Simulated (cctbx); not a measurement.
**Symmetry from intensities**

Cell: a = 12.1590 Å, b = 12.1590 Å, c = 12.1590 Å, α = 90.00°, β = 90.00°, γ = 90.00°. Expected content of the cell: Ru28 Zr24 Zn64.

The data are simulated with cctbx, not measured: Mo Kα, λ = 0.71073 Å, to d = 0.77 Å, 95 % of the full sphere, strongest reflection 70000 counts, noise from counting, a 4 % proportional error and a noise floor of 2 counts (s.d.); no absorption.

A first pass over the reflections prints:

```text
15709 reflections to d = 0.771 A
centring   violations  <I/sigma> of those
    A          0 of  7868     -0.0
    B          0 of  7881     -0.0
    C          0 of  7863     -0.0
    I       1739 of  7853      3.8
    R       2382 of 10464      3.8
    F          0 of 11806     -0.0
Laue class    unique    Rint  (classes that these axes allow; Friedel mates merged)
F m m m           591   0.033
F m -3            203   0.035
F m -3 m          139   0.035
space group    extra absences  I>4sigma  <I/sigma>
F 4 3 2                 0          0         -  acentric
F -4 3 m                0          0         -  acentric
F m -3 m                0          0         -  centric
Wilson B = 0.23 A^2   <|E^2-1|> = 0.854 (0.968 centric, 0.736 acentric)   E^2>4: 3.6 %
shell (A)         n   <I/sigma>
 7.02 - 1.54     25     75.4
 1.54 - 1.22     16     94.1
 1.22 - 1.07     18     69.4
 1.07 - 0.97     19     84.3
 0.97 - 0.90     17     78.2
 0.90 - 0.85     15     69.2
 0.85 - 0.81     12     71.6
 0.81 - 0.77     17     76.4
```

Q: Read the symmetry from these tables.

The reflections that A, B, C and F centring forbids are absent (⟨I/σ⟩ near 0), so the lattice is F. F holds A, B and C together.

Rint stays low (0.033 to 0.035) up to F m -3 m, the highest class in these axes.

3 settings pass the absence test. No glide or screw absences show, which leaves F 4 3 2, F -4 3 m and F m -3 m.

⟨|E²−1|⟩ = 0.854 lies between the two ideal values. The Wilson B of 0.23 Å² means U ≈ 0.0029 Å².

The true group is Fm-3m (no. 225), Laue class m-3m, centrosymmetric. The tables only narrow the choice to the tied entries; cell content, site symmetry and trial solutions must settle it.

This is a model crystal, built by substitution and not relaxed, with assumed displacement parameters.

[Logs are printed without paths, hosts, clocks, repeated set-up lines and the standing remarks that a program may print on its own settings, such as how far it seeks lower states.]
